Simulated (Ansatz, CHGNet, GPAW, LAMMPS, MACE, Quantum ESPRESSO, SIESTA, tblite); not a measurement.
**Other levels on glassy 61Al2O3-39P2O5 (mol %) (104 atoms)**

Density of this cell: 2.69 g/cm³. The cell holds 104 atoms: 22 Al, 14 P and 68 O. Cell: a = 10.928 Å, b = 10.928 Å, c = 10.928 Å, α = 90.0°, β = 90.0°, γ = 90.0°. 104 atoms (22 Al, 14 P, 68 O) placed at random at 2.66 g/cm³, melted at 4000 K for 10 ps at fixed volume with the Morse and Coulomb pair potential with partial charges (Pedone, Malavasi, Menziani, Cormack and Segre, J. Phys. Chem. B 110, 11780 (2006)). Quenched from 4000 K to 300 K at 50 K/ps and fixed volume, held 10 ps at zero pressure.

Geometry: as built.

The reference, a calculation:

```
method                                           : Kohn-Sham DFT, PBE, PAW, plane waves (Ansatz 0.2.0); cutoff 420 eV, Γ point, fermi-dirac smearing of 0.05 eV; PAW set soft_2
r.m.s. force component                           : 1.123 eV/Å
longest force                                    : 4.833 eV/Å
pressure                                         : 4.807 GPa
gap (highest filled to lowest empty level) : 3.341 eV
SCF cycles                                       : 9
time                                             : 18 s on 4 threads of Arm Neoverse V2, shared host
CPU time                                         : 67 s
```

Runs, in no order:
A. GPAW PBE, LCAO dzp, h 0.18 Å: Kohn-Sham DFT, PBE, PAW, atomic orbitals (dzp)
B. SIESTA PBE, DZ, shift 0.01 Ry, mesh 500 Ry: Kohn-Sham DFT, PBE, PseudoDojo 0.4.1 norm-conserving pseudopotentials (converted to PSML), numerical atomic orbitals (DZ), diagonalisation
C. QE PBE, sssp-1.3.0-efficiency, 60/480 Ry: Kohn-Sham DFT, PBE, SSSP efficiency 1.3.0 pseudopotentials, plane waves
D. CHGNet 0.3.0 potential: machine-learned interatomic potential CHGNet 0.3.0, trained on PBE(+U) plane-wave data

**Question.** Rank the runs by how far their forces lie from the reference's, least first.

C, D, A, B.

```tsv
run	Δ force, r.m.s. (meV/Å)	share of r.m.s. force (%)	CPU time
C. QE PBE, sssp-1.3.0-efficiency, 60/480 Ry	73.1	6.51	18 min
D. CHGNet 0.3.0 potential	163	14.5	5.1 s
A. GPAW PBE, LCAO dzp, h 0.18 Å	452	40.2	3 min
B. SIESTA PBE, DZ, shift 0.01 Ry, mesh 500 Ry	1892	168	2.9 min
```

Machine-learned potentials mimic data converged in k, so the reference's own k-point error enters their differences. The network of bonds at the start is that of the classical potential that made the cell, and needn't be the one that DFT or experiment would give. The electronic-structure runs sample only Γ, in a cell whose shortest periodic width is 11 Å.

[Logs are printed without paths, hosts, clocks, repeated set-up lines and the standing remarks that a program may print on its own settings, such as how far it seeks lower states.]

[Hosts, paths, dates, database ids (printed as entryN), source tags and the programs' standing remarks are cut or masked in the printed files.]
